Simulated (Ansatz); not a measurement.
# Direct or indirect: RbZnCl3 (Pm-3m)

```
Rb Zn Cl
1.0
     5.00877    0.00000    0.00000
     0.00000    5.00877    0.00000
     0.00000    0.00000    5.00877
Rb Zn Cl
1 1 3
Cartesian
  0.0000 0.0000 0.0000
  2.5044 2.5044 2.5044
  2.5044 0.0000 2.5044
  0.0000 2.5044 2.5044
  2.5044 2.5044 0.0000
```

Method: Ansatz, PBE, independent particles, without spin-orbit coupling, line width 0.2 eV (Gaussian). The band structure gives a fundamental gap of 1.39 eV. The spectrum of vertical transitions near the edge:

```csv
E (eV),"Im ε, E ∥ xyz"
0.90,0.00
1.02,0.00
1.14,0.00
1.26,0.00
1.38,0.00
1.50,0.00
1.62,0.03
1.74,0.11
1.86,0.26
1.98,0.43
2.10,0.55
2.22,0.62
2.34,0.66
2.46,0.68
2.58,0.70
2.70,0.71
2.82,0.72
2.94,0.73
3.06,0.74
```

(1) Is the gap direct or indirect, and about where do vertical transitions set in?

Answers

(1) Indirect, by the band path, whose least direct gap is 1.81 eV. The curves fit this: they stay near zero above 1.39 eV and rise only from about 1.8 eV, though a forbidden direct transition would look alike. Lines are broadened by 0.2 eV, which spreads the edge, and phonons, which would give weak absorption from the fundamental gap up, are left out.

Cells made by substitution are models, which may or may not match a known phase.

[Logs are printed without paths, hosts, clocks, repeated set-up lines and the standing remarks that a program may print on its own settings, such as how far it seeks lower states.]
